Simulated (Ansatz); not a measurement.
MoSeS (2H monolayer), computed twice by G0W0.

The cell holds 3 atoms: 1 Mo, 1 S and 1 Se. Its edges and angles: a = 3.181 Å, b = 3.181 Å, c = 29.600 Å, α = 90.0°, β = 90.0°, γ = 120.0°. It derives from Mo1S1Se1. Vacuum lies along c.

```xyz
3
Lattice="3.1813 0.0000 0.0000 -1.5906 2.7551 0.0000 0.0000 0.0000 29.6000" Properties=species:S:1:pos:R:3
Mo    0.0000    1.8367   14.8856
S     1.5906    0.9184   16.4045
Se    1.5906    0.9184   13.1955
```

The structure was relaxed with LDA. The runs that relaxed it are not among those shown.

The first (Ansatz 0.2.0; start LDA, 9×9×1 mesh, 382 empty bands, screening to 75 eV, PAW set soft_1 files; 1 × NVIDIA H100 80GB HBM3 (shared by 6 runs) with 2 threads of AMD EPYC 7R13 (Zen 3), shared host) gave, on its mesh: starting gap 1.76 eV, G0W0 gap 2.43 eV, mean of 1 + 4πα/V (set by the cell height) 3.13, 91 s.

The second gave: starting gap 1.76 eV, G0W0 gap 2.40 eV, mean of 1 + 4πα/V (set by the cell height) 3.15, 20 s.

What was changed in the input? Choose among start, files, mesh, bands and cutoff, frequency model or another key.

Changed: empty bands from 382 to 154 and screening cutoff (eV) from 75.0 to 41. The starting gap stayed, which rules out the functional and points to the GW step. Other changes could give like numbers; this is the one that was made.

Limits: not at the basis limit; coarse mesh for a sheet; no spin-orbit coupling.

[Paths, hosts, dates, memory and timing lines, banners, echoed tables and standing remarks are left out of the program output.]

[Logs are printed without paths, hosts, clocks, repeated set-up lines and the standing remarks that a program may print on its own settings, such as how far it seeks lower states.]

[Runs of the session that timed out or met a known fault of the program may be left out.]

[Cells called generated may have been cut or substituted from an entry of the Crystallography Open Database or the Materials Project.]

[Hosts, paths, dates, database ids (printed as entryN), source tags and the programs' standing remarks are cut or masked in the printed files.]
